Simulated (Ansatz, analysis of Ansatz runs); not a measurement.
# F centre in LiF: hyperfine coupling, r2SCAN

Subject: F centre in LiF. Wanted: its hyperfine coupling, in one set-up (r2SCAN, 64-site cell, r2SCAN lattice, 500 eV, k: the single point 1/4 1/4 1/4 then 2x2x2 shifted 0.5 0.5 0.5). The model is a cell of 64 host atoms with 1 F taken out. The isotropic coupling follows from the spin density at the nucleus, the nuclear g-factor and the total spin. A meta-GGA costs about twice a GGA and mends lattice constants and part of the gap.

**The experiment.** 7Li, shell I: 39.06 MHz, by ENDOR (quoted in “F center in LiF: A quantum mechanical ab initio investigation of the hyperfine interaction between the unpaired electron at the vacancy and its first seven neighbors”, 2001, G. Mallia et al., quoting earlier work (1968)). 19F, shell II: 105.9 MHz, by ENDOR (quoted in “F center in LiF: A quantum mechanical ab initio investigation of the hyperfine interaction between the unpaired electron at the vacancy and its first seven neighbors”, 2001, G. Mallia et al., quoting earlier work (1968)). 7Li, shell III: 0.5 MHz, by ENDOR (quoted in “F center in LiF: A quantum mechanical ab initio investigation of the hyperfine interaction between the unpaired electron at the vacancy and its first seven neighbors”, 2001, G. Mallia et al., quoting earlier work (1968)). 19F, shell IV: 0.48 MHz, by ENDOR (quoted in “F center in LiF: A quantum mechanical ab initio investigation of the hyperfine interaction between the unpaired electron at the vacancy and its first seven neighbors”, 2001, G. Mallia et al., quoting earlier work (1968)).

Calculated with Ansatz 0.2.0; plane-wave PAW DFT, r2SCAN; relaxation of all atoms of a defect supercell.

## (1) Set-up

The cell holds 63 atoms: 32 Li and 31 F. Its edges and angles: a = 7.980 Å, b = 7.980 Å, c = 7.980 Å, α = 90.0°, β = 90.0°, γ = 90.0°. It derives from LiF (space group Fm-3m). Nearest the centre at fractional (0.250, 0.500, 0.500): Li28 at 1.99 Å, Li27 at 1.99 Å, Li12 at 1.99 Å, Li19 at 1.99 Å, Li25 at 1.99 Å, Li56 at 1.99 Å, F14 at 2.82 Å, F8 at 2.82 Å.

The host's primitive cell comes from a first run (plane-wave PAW DFT, r2SCAN; relaxation of the host's cell and atoms): vectors of 2.821, 2.821 and 2.821 Å. That is 7.94 Å³ an atom, 2.8 % under the diffraction cell's volume. The supercell is built on it.

## (2) Relaxation, charge 0

Every later number rests on the structure around the defect, so the atoms are relaxed at the host's lattice first.

relax/input.yaml

```yaml
relax:
  f_tol: 0.02
  max_steps: 80
  escape_saddle: false
crystal:
  lattice:
    - [7.97957509, 0.0, 0.0]
    - [0.0, 7.97957509, 0.0]
    - [0.0, 0.0, 7.97957509]
  atoms:
    - { symbol: Li, position: [0.0, 0.0, 0.0] }
    - { symbol: Li, position: [0.0, 0.25, 0.25] }
    - { symbol: Li, position: [0.25, 0.0, 0.25] }
    - { symbol: Li, position: [0.25, 0.25, 0.0] }
    - { symbol: F, position: [0.0, 0.0, 0.25] }
    - { symbol: F, position: [0.0, 0.25, 0.0] }
    - { symbol: F, position: [0.25, 0.0, 0.0] }
    - { symbol: F, position: [0.25, 0.25, 0.25] }
    - { symbol: Li, position: [0.0, 0.0, 0.5] }
    - { symbol: Li, position: [0.0, 0.25, 0.75] }
    - { symbol: Li, position: [0.25, 0.0, 0.75] }
    - { symbol: Li, position: [0.25, 0.25, 0.5] }
    - { symbol: F, position: [0.0, 0.0, 0.75] }
    - { symbol: F, position: [0.0, 0.25, 0.5] }
    - { symbol: F, position: [0.25, 0.0, 0.5] }
    - { symbol: F, position: [0.25, 0.25, 0.75] }
    - { symbol: Li, position: [0.0, 0.5, 0.0] }
    - { symbol: Li, position: [0.0, 0.75, 0.25] }
    - { symbol: Li, position: [0.25, 0.5, 0.25] }
    - { symbol: Li, position: [0.25, 0.75, 0.0] }
    - { symbol: F, position: [0.0, 0.5, 0.25] }
    - { symbol: F, position: [0.0, 0.75, 0.0] }
    - { symbol: F, position: [0.25, 0.5, 0.0] }
    - { symbol: F, position: [0.25, 0.75, 0.25] }
    - { symbol: Li, position: [0.0, 0.5, 0.5] }
    - { symbol: Li, position: [0.0, 0.75, 0.75] }
    - { symbol: Li, position: [0.25, 0.5, 0.75] }
    - { symbol: Li, position: [0.25, 0.75, 0.5] }
    - { symbol: F, position: [0.0, 0.5, 0.75] }
    - { symbol: F, position: [0.0, 0.75, 0.5] }
    - { symbol: F, position: [0.25, 0.75, 0.75] }
    - { symbol: Li, position: [0.5, 0.0, 0.0] }
    - { symbol: Li, position: [0.5, 0.25, 0.25] }
    - { symbol: Li, position: [0.75, 0.0, 0.25] }
    - { symbol: Li, position: [0.75, 0.25, 0.0] }
    - { symbol: F, position: [0.5, 0.0, 0.25] }
    - { symbol: F, position: [0.5, 0.25, 0.0] }
    - { symbol: F, position: [0.75, 0.0, 0.0] }
    - { symbol: F, position: [0.75, 0.25, 0.25] }
    - { symbol: Li, position: [0.5, 0.0, 0.5] }
    - { symbol: Li, position: [0.5, 0.25, 0.75] }
    - { symbol: Li, position: [0.75, 0.0, 0.75] }
    - { symbol: Li, position: [0.75, 0.25, 0.5] }
    - { symbol: F, position: [0.5, 0.0, 0.75] }
    - { symbol: F, position: [0.5, 0.25, 0.5] }
    - { symbol: F, position: [0.75, 0.0, 0.5] }
    - { symbol: F, position: [0.75, 0.25, 0.75] }
    - { symbol: Li, position: [0.5, 0.5, 0.0] }
    - { symbol: Li, position: [0.5, 0.75, 0.25] }
    - { symbol: Li, position: [0.75, 0.5, 0.25] }
    - { symbol: Li, position: [0.75, 0.75, 0.0] }
    - { symbol: F, position: [0.5, 0.5, 0.25] }
    - { symbol: F, position: [0.5, 0.75, 0.0] }
    - { symbol: F, position: [0.75, 0.5, 0.0] }
    - { symbol: F, position: [0.75, 0.75, 0.25] }
    - { symbol: Li, position: [0.5, 0.5, 0.5] }
    - { symbol: Li, position: [0.5, 0.75, 0.75] }
    - { symbol: Li, position: [0.75, 0.5, 0.75] }
    - { symbol: Li, position: [0.75, 0.75, 0.5] }
    - { symbol: F, position: [0.5, 0.5, 0.75] }
    - { symbol: F, position: [0.5, 0.75, 0.5] }
    - { symbol: F, position: [0.75, 0.5, 0.5] }
    - { symbol: F, position: [0.75, 0.75, 0.75] }
basis:
  ecutwfc: 500
  xc_grid: 2
hamiltonian:
  xc: r2scan
kpoints:
  mp_grid: { grid: [1, 1, 1], shift: [0.25, 0.25, 0.25] }
magnetization:
  spin_polarized: true
  initial_magnetization: 1
  spin_locking: { lock_magnetization: hard }
scf:
  occupations: { method: fermi_dirac, width: 0.01 }
  max_iter: 120
output:
  forces: true
checkpoint:
  write: "../relax.run"
  compress: false
  write_wavefunctions: true
  write_every: 100000
```

Launch:

```
$ ansatz run input.yaml --threads 2 --pin off --max-ram 3768MiB --backend cpu --events-out ev --progress --plain --runs-dir out
```

Numbers of over 12 decimals in the logs are rounded to 6 here.

Log:

```text
[... repeated set-up lines and file paths are left out, and long positions are rounded to six places ...]
Warning: This run holds its total moment fixed (magnetization.spin_locking.lock_magnetization: hard) and mixes its density by anderson or broyden (scf.mixing.algorithm, typed or taken by auto). [...]
Engine: ansatz 0.2.0, x86_64-unknown-linux-gnu
Pseudopotentials: kind: paw
Pseudopotential: Li, paw, valence charge 3, recommended cutoff 500 eV (meta_gga), Li.paw.azcp
Pseudopotential: F, paw, valence charge 7, recommended cutoff 500 eV (meta_gga), F.paw.azcp
Functional definition: r2SCAN
  parameter k0 = 0.174
  parameter k1 = 0.065
  parameter a1 = 4.9479
  exchange = r2scan_x(k0 = k0, k1 = k1, a1 = a1)
  correlation = r2scan_c
Crystal: 63 atoms, lattice volume = 508.088 Å³
Basis set: ecut = 500 eV, 12965 PW (Γ), exchange–correlation on 120×120×120 points (8 copies of the dense FFT grid, shifted against one another)
Bands: 220, of which v1, the nominal top of the filled ones, is band 157 counted from 1 (156 counted from 0)
Symmetry: 12 space group operations
k-points: 1
Non-local potential: Li, projectors of the file, l = 0: 3, l = 1: 2, l = 2: 1
Non-local potential: F, projectors of the file, l = 0: 2, l = 1: 2, l = 2: 1
PAW form: soft (Blöchl's): semilocal exchange-correlation on the pseudo side does not see the compensation charge
PAW frozen core: F, regenerated for the run's functional (the file was generated under x = pbe(κ = 0.804, μ = 0.219515), c = pbe(β = 0.066725))
PAW one-centre angular grid: Li, 302 points (default); XC on 327 of its mesh's 2665 points in the sphere
PAW one-centre angular grid: F, 302 points (default); XC on 160 Gauss nodes
Initial density: superposition of atomic densities (chi_scale 0.1, normalization cell, long waves kept (reshape's long-wave potential 0.36 eV rms))
Starting moments: Σ|m| = 1 μB on 63 of 63 sites
Initial wavefunctions: pseudopotential atomic-orbital guess
Functional: x = r2scan, c = r2scan; τ floored in thin density (d = 2e-4 eV/Å³)
iter 1 solved again at ethr=3.05e-3 eV; its pass at ethr=3.10e-3 eV (dr2=9.56e0 eV) is discarded
SCF iter   1: F=—  HF=-31763.675211 eV  |F-HF|=—  |Δ(HF+E_count)|=         —  Δρ=3.10e-2 (↑2.85e-2 ↓3.10e-2)  dr2=9.57e0  dr2_τ=1.86e-1  dr2_m=1.03e-1  M=1.000 μB ∫|m|=1.036 μB  β_m=1.20  ethr=3.05e-3  ⟨swp⟩=8.0  Hψ=2982  notcnv=0
preconditioner: auto → Resta (q_TF=auto, 2.517 Å⁻¹)  ε∞=2.9  [insulator: Δε(μ)=4.581 eV  Ē_g=16.263 eV  σ=0.010 eV  W_gap=1.00  n_scr=146 (ndim 8)  ℏωp=22.5 eV  f_vac=0.000  D(μ)=0.00/eV (n_scr^D=0)  ε∞_Penn≈2.9]
spin=Collinear: Resta preconditioning applied to the charge; magnetization (m = ρ↑ − ρ↓) channel mixes plain (no charge-response kernel on spin).
SCF iter   2: F=—  HF=-31770.069623 eV  |F-HF|=—  |Δ(HF+E_count)|=    6.39e0  Δρ=2.15e-2 (↑2.15e-2 ↓2.09e-2)  dr2=5.20e0  dr2_τ=8.60e-2  dr2_m=2.17e-3  M=1.000 μB ∫|m|=1.058 μB  β_m=1.20  ethr=3.05e-3  ⟨swp⟩=2.5  Hψ=526  notcnv=0  defer=114  κ⁻¹=1.0e0(r=1)
SCF iter   3: F=—  HF=-31772.043131 eV  |F-HF|=—  |Δ(HF+E_count)|=    1.97e0  Δρ=8.71e-3 (↑7.62e-3 ↓8.71e-3)  dr2=9.57e-1  dr2_τ=2.24e-2  dr2_m=8.09e-3  M=1.000 μB ∫|m|=1.019 μB  β_m=1.20  ethr=1.66e-3  ⟨swp⟩=2.5  Hψ=568  notcnv=0  defer=114  κ⁻¹=1.5e-1(r=2)
SCF iter   4: F=—  HF=-31772.168568 eV  |F-HF|=—  |Δ(HF+E_count)|=   1.25e-1  Δρ=2.43e-3 (↑2.17e-3 ↓2.43e-3)  dr2=7.55e-2  dr2_τ=2.49e-2  dr2_m=1.85e-3  M=1.000 μB ∫|m|=1.023 μB  β_m=1.20  ethr=3.06e-4  ⟨swp⟩=4.5  Hψ=754  notcnv=0  defer=110  κ⁻¹=3.0e-2(r=3)
SCF iter   5: F=—  HF=-31772.215347 eV  |F-HF|=—  |Δ(HF+E_count)|=   4.68e-2  Δρ=1.47e-3 (↑1.47e-3 ↓1.39e-3)  dr2=2.03e-2  dr2_τ=4.79e-4  dr2_m=1.50e-4  M=1.000 μB ∫|m|=1.018 μB  β_m=1.20  ethr=2.41e-5  ⟨swp⟩=3.5  Hψ=624  notcnv=0  defer=110  κ⁻¹=9.2e-3(r=4)
SCF iter   6: F=—  HF=-31772.234590 eV  |F-HF|=—  |Δ(HF+E_count)|=   1.92e-2  Δρ=9.67e-4 (↑9.67e-4 ↓9.59e-4)  dr2=8.13e-3  dr2_τ=1.60e-4  dr2_m=8.93e-6  M=1.000 μB ∫|m|=1.018 μB  β_m=1.20  ethr=6.48e-6  ⟨swp⟩=3.0  Hψ=539  notcnv=0  defer=110  κ⁻¹=4.2e-4(r=5)
SCF iter   7: F=—  HF=-31772.242085 eV  |F-HF|=—  |Δ(HF+E_count)|=   7.50e-3  Δρ=1.81e-4 (↑1.65e-4 ↓1.81e-4)  dr2=4.66e-4  dr2_τ=1.05e-5  dr2_m=1.98e-5  M=1.000 μB ∫|m|=1.020 μB  β_m=1.20  ethr=2.60e-6  ⟨swp⟩=3.0  Hψ=680  notcnv=0  defer=110  κ⁻¹=1.1e-4(r=6)
SCF iter   8: F=—  HF=-31772.241986 eV  |F-HF|=—  |Δ(HF+E_count)|=   9.95e-5  Δρ=9.84e-5 (↑9.82e-5 ↓9.84e-5)  dr2=9.65e-5  dr2_τ=2.68e-6  dr2_m=4.88e-7  M=1.000 μB ∫|m|=1.019 μB  β_m=1.20  ethr=1.49e-7  ⟨swp⟩=2.5  Hψ=572  notcnv=0  defer=110  κ⁻¹=1.7e-5(r=7)
SCF iter   9: F=—  HF=-31772.242029 eV  |F-HF|=—  |Δ(HF+E_count)|=   4.35e-5  Δρ=5.80e-5 (↑5.80e-5 ↓5.64e-5)  dr2=3.61e-5  dr2_τ=7.92e-7  dr2_m=4.19e-7  M=1.000 μB ∫|m|=1.019 μB  β_m=1.20  ethr=3.08e-8  ⟨swp⟩=2.0  Hψ=643  notcnv=0  defer=110  κ⁻¹=3.7e-6(r=8)
SCF iter  10: F=-31772.242049 eV  HF=-31772.242051 eV  |F-HF|=1.66e-6  |Δ(HF+E_count)|=   2.17e-5  Δρ=1.25e-5 (↑1.24e-5 ↓1.25e-5)  dr2=2.50e-6  dr2_τ=5.90e-8  dr2_m=3.12e-8  M=1.000 μB ∫|m|=1.019 μB  ethr=3.19e-9  ⟨swp⟩=1.5  Hψ=1093  notcnv=0
SCF 1 converged in 10 iterations: F = -31772.242049 eV  dr2 = 2.50e-6
  greatest PAW one-centre occupation: 0.999 electrons in one spin orbital (limit 2), on the Li atom at site 40 (counted from 0), in its partial waves of l = 0
relax step   1: F+E_penalty+E_count = -31772.24204937 eV  Δ(F+E_penalty+E_count) = +0.000e0 eV  max|allowed force component| = 1.777e-1 eV/Å  Δτ_max = 0.0000 Å  (10 SCF iters, dr2 threshold 1.00e-5 eV, accepted)
[... the SCF cycles and remarks between the steps are left out from here to the last step ...]
relax step   2: F+E_penalty+E_count = -31772.25470516 eV  Δ(F+E_penalty+E_count) = -1.266e-2 eV  max|allowed force component| = 9.736e-2 eV/Å  Δτ_max = 0.0142 Å  (7 SCF iters, dr2 threshold 1.97e-6 eV, accepted)
relax step   3: F+E_penalty+E_count = -31772.26470079 eV  Δ(F+E_penalty+E_count) = -9.996e-3 eV  max|allowed force component| = 1.351e-2 eV/Å  Δτ_max = 0.0236 Å  (8 SCF iters, dr2 threshold 5.92e-7 eV, accepted)
iter 1 solved again at ethr=7.80e-11 eV; its pass at ethr=3.10e-3 eV (dr2=2.44e-7 eV) is discarded
SCF iter   1: F=—  HF=-31772.264701 eV  |F-HF|=—  |Δ(HF+E_count)|=         —  Δρ=5.90e-6 (↑5.90e-6 ↓5.76e-6)  dr2=2.44e-7  dr2_τ=6.84e-9  dr2_m=4.37e-10  M=1.000 μB ∫|m|=1.019 μB  β_m=1.20  ethr=7.80e-11  ⟨swp⟩=1.0  Hψ=1220  notcnv=0  defer=110
SCF iter   2: F=—  HF=-31772.264701 eV  |F-HF|=—  |Δ(HF+E_count)|=   2.94e-9  Δρ=4.11e-6 (↑4.11e-6 ↓4.08e-6)  dr2=1.29e-7  dr2_τ=3.52e-9  dr2_m=9.00e-12  M=1.000 μB ∫|m|=1.019 μB  β_m=1.20  ethr=7.80e-11  ⟨swp⟩=1.5  Hψ=331  notcnv=0  defer=110  κ⁻¹=1.0e0(r=1)
SCF iter   3: F=-31772.264701 eV  HF=-31772.264701 eV  |F-HF|=3.47e-9  |Δ(HF+E_count)|=   2.03e-8  Δρ=6.49e-7 (↑5.88e-7 ↓6.49e-7)  dr2=7.90e-9  dr2_τ=1.52e-10  dr2_m=7.43e-11  M=1.000 μB ∫|m|=1.019 μB  ethr=3.19e-11  ⟨swp⟩=3.0  Hψ=933  notcnv=0
SCF 4 converged in 3 iterations: F = -31772.264701 eV  dr2 = 7.90e-9
relax step   4: F+E_penalty+E_count = -31772.26470082 eV  Δ(F+E_penalty+E_count) = -3.729e-8 eV  max|allowed force component| = 1.351e-2 eV/Å  Δτ_max = 0.0000 Å  (3 SCF iters, accepted)
NSCF: frozen V_eff on 1 k-points
the band table was solved once a step of the walk had ended and its energy, with any forces and stress, was formed, with the checks that follow a solve (1992 applications of the Hamiltonian). They found nothing against the state; [...]
iter 1 solved again at ethr=2.53e-12 eV; its pass at ethr=3.10e-3 eV (dr2=7.92e-9 eV) is discarded
SCF iter   1: F=—  HF=-31772.264701 eV  |F-HF|=—  |Δ(HF+E_count)|=         —  Δρ=6.50e-7 (↑5.89e-7 ↓6.50e-7)  dr2=7.91e-9  dr2_τ=1.52e-10  dr2_m=7.44e-11  M=1.000 μB ∫|m|=1.019 μB  β_m=1.20  ethr=2.53e-12  ⟨swp⟩=1.0  Hψ=1220  notcnv=0
SCF iter   2: F=-31772.264701 eV  HF=-31772.264701 eV  |F-HF|=1.27e-9  |Δ(HF+E_count)|=   1.30e-9  Δρ=4.50e-7 (↑4.50e-7 ↓4.38e-7)  dr2=4.58e-9  dr2_τ=5.62e-11  dr2_m=1.83e-12  M=1.000 μB ∫|m|=1.019 μB  ethr=2.53e-12  ⟨swp⟩=2.5  Hψ=727  notcnv=0
SCF 5 converged in 2 iterations: F = -31772.264701 eV  dr2 = 4.58e-9
NSCF: frozen V_eff on 1 k-points
the band table was solved once a step of the walk had ended and its energy, with any forces and stress, was formed, with the checks that follow a solve (1454 applications of the Hamiltonian). They found nothing against the state; [...]
SCF converged after 2 iterations
Stability not checked: this state was not tested for a lower state beside it, because the mixer in use, unlike msr1, does not test its closes by its own steps (another_mixer; see scf.mixing.algorithm and scf.lower_state_search)
Magnetization: 1.0000 μB (157.0000 up, 156.0000 down)
Absolute magnetization: 1.0197 μB (∫|ρ↑−ρ↓|, with the PAW one-centre terms)
Spin contamination: 0.0006 ħ² per cell (⟨S²⟩ above its minimum at these occupations)
Per-site moments (μB) at R_I (Å): [(9.778659848790073e-6, 0.822811), (3.196518667020512e-5, 0.822718), (0.000236233, 0.819205), [... 60 left out ...]
Free energy (F): -31772.264701 eV
Harris-Foulkes:  -31772.264701 eV  (|F-HF|=1.27e-9)
Internal energy: -31772.264701 eV  (E = F + TS)
E sigma→0 (E₀):  -31772.264701 eV
Fermi energy:    7.747063 (↑ 8.998899, ↓ 4.577435) eV
--- Per-component energies (eV) ---
  E_band       = -4040.872751
  E_kinetic    = 7232.900357
  E_local      = -20374.050912  (includes V_loc(G=0)·N_el)
  E_nonlocal   = 1197.126939
  E_hartree    = 7211.598288
  E_xc         = -2836.786203
  E_vxc        = -4149.165870  (∫ρ·V_xc dr)
  E_paw        = -7000.025389  (= ΣΔE_a)
  E_vpaw       = -2671.496142  (= ΣTr[D̂ρ^β])
  E_aug_tail   = 0.035511  (compensation charges beyond the density's cutoff)
  E_vtau       = 300.581371  (kinetic-family band-sum trace: ∫τ·v_τ [+ j·A + Jᵃ·Aᵃ] dr)
  E_ewald      = -17202.090156
  E_core_change = -0.973137  (= ΣΔE_core)
  E_smearing   = -0.000000  (= −TS)
  E_closure    = -0.000000  (closes the sum)
  Σ components = -31772.264701   (vs F -31772.264701, Δ=0.00e0)
--- Forces (eV/Å), atoms counted from 1 ---
  atom   1  Li    -0.00875170    -0.00002595    -0.00002595
  atom   2  Li     0.00286408     0.00286408     0.00286408
  [... 5 atoms left out ...]
  atom   8  F      0.00000826     0.00191404     0.00191404
  [... 3 atoms left out ...]
  atom  12  Li    -0.00008441     0.00093551    -0.00008441
  [... 1 atom left out ...]
  atom  14  F      0.00191404     0.00191404     0.00000826
  [... 4 atoms left out ...]
  atom  19  Li    -0.00008441    -0.00008441     0.00093551
  [... 4 atoms left out ...]
  atom  24  F      0.00000000    -0.00179884     0.00179884
  atom  25  Li     0.00093551    -0.00008441    -0.00008441
  [... 1 atom left out ...]
  atom  27  Li     0.00008441     0.00008441    -0.00093551
  atom  28  Li     0.00008441    -0.00093551     0.00008441
  [... 2 atoms left out ...]
  atom  31  F     -0.00000826    -0.00191404    -0.00191404
  [... 24 atoms left out ...]
  atom  56  Li    -0.00093551     0.00008441     0.00008441
  [... 7 atoms left out ...]
  max |Σ_I F_I| component: 6.45e-18 eV/Å
--- Band table (eV) ---
  k-point 0 ↑: bands = ["-41.3812", "-41.3619", "-41.3619", "-41.3566", [... 212 left out ...] "19.2729", "20.0123", "20.0123", "20.1280"]
  k-point 0 ↓: bands = ["-41.3792", "-41.3603", "-41.3603", "-41.3540", [... 212 left out ...] "19.3893", "20.0289", "20.0289", "20.1357"]
--- Relaxed structure (4 steps of the walk, 4 accepted, 0 SCFs on fresh bases) ---
  F+E_penalty+E_count = -31772.26470082 eV   max|allowed force component| = 1.351e-2 eV/Å
  atoms:
    - { symbol: Li, position: [8.681329083775277e-6, 7.9792652773144e-7, 7.97926527731428e-7] }
    - { symbol: Li, position: [4.03824455779413e-5, 0.250040, 0.250040] }
    [... 5 atoms left out ...]
    - { symbol: F, position: [0.249982, 0.248889, 0.248889] }
    [... 3 atoms left out ...]
    - { symbol: Li, position: [0.249985, 0.245259, 0.499985] }
    [... 1 atom left out ...]
    - { symbol: F, position: [-0.001111, 0.248889, 0.499982] }
    [... 4 atoms left out ...]
    - { symbol: Li, position: [0.249985, 0.499985, 0.245259] }
    [... 4 atoms left out ...]
    - { symbol: F, position: [0.25, 0.751114, 0.248886] }
    - { symbol: Li, position: [-0.004741, 0.499985, 0.499985] }
    [... 1 atom left out ...]
    - { symbol: Li, position: [0.250015, 0.500015, 0.754741] }
    - { symbol: Li, position: [0.250015, 0.754741, 0.500015] }
    [... 2 atoms left out ...]
    - { symbol: F, position: [0.250018, 0.751111, 0.751111] }
    [... 24 atoms left out ...]
    - { symbol: Li, position: [0.504741, 0.500015, 0.500015] }
    [... 7 atoms left out ...]
```

Elapsed: 87 s, on 2 threads of AMD EPYC 7R43, shared host; peak memory 1.9 GiB.

(Part 1 of 2 ends here.)

[Logs are printed without paths, hosts, clocks, repeated set-up lines and the standing remarks that a program may print on its own settings, such as how far it seeks lower states.]

[Hosts, paths, dates, database ids (printed as entryN), source tags and the programs' standing remarks are cut or masked in the printed files.]

[For some hosts the program warned that the k-mesh of the response run may be too coarse for force constants and the static dielectric constant; such warnings are not shown here.]
